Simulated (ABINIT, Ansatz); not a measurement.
Planning a run of ABINIT 10.8.3 on BaTiO3 (P4mm). The input:

```
acell 3*1.0 Angstrom
rprim 
  3.999800000000 0.000000000000 0.000000000000
  0.000000000000 3.999800000000 0.000000000000
  0.000000000000 0.000000000000 4.018000000000
ntypat 3
znucl 56 22 8
natom 5
typat 1 2 3 3 3
xred 
  0.000000000000 0.000000000000 0.000000000000
  0.500000000000 0.500000000000 0.490000000000
  0.500000000000 0.500000000000 0.019000000000
  0.500000000000 0.000000000000 0.517000000000
  0.000000000000 0.500000000000 0.517000000000
pp_dirpath "pseudos"
pseudos "Ba.upf, Ti.upf, O.upf"
ecut 38
ngkpt 4 4 4
nshiftk 1
shiftk 0 0 0
kptopt 1
chksymbreak 0
istwfk *1
occopt 1
irdwfk 1
optdriver 3
nband 188
ecuteps 6.5
inclvkb 2
awtr 1
symchi 1
indata_prefix "in"
outdata_prefix "out"
tmpdata_prefix "tmp"
```

The database entry behind the starting cell differs from later determinations by our own check (c/a about 0.6 % short), so it need not match the best structure at ambient conditions.

```sh
OMP_NUM_THREADS=1 mpirun -n 16 abinit run.abi > log
```

Q: How long will it take on 16 MPI ranks of Arm Neoverse N1, shared host, and how much memory?

It took 6.2 min; on shared hardware allow 3.1 min to 12 min. Peak host memory was 5.9 GiB.

[Paths, hosts, dates, memory and timing lines, banners, echoed tables and standing remarks are left out of the program output.]

[Logs are printed without paths, hosts, clocks, repeated set-up lines and the standing remarks that a program may print on its own settings, such as how far it seeks lower states.]

[Runs of the session that timed out or met a known fault of the program may be left out.]

[Hosts, paths, dates, database ids (printed as entryN), source tags and the programs' standing remarks are cut or masked in the printed files.]

[G0W0 gaps are taken among the corrected bands and points alone; a level outside them can change the order at an edge.]

[Where Ansatz stands beside ABINIT at settings called matched, ABINIT's density can come from a denser mesh and the files from another edition; pairs whose starting gaps differed by over 0.03 eV were left out, so agreement reads better than it is.]
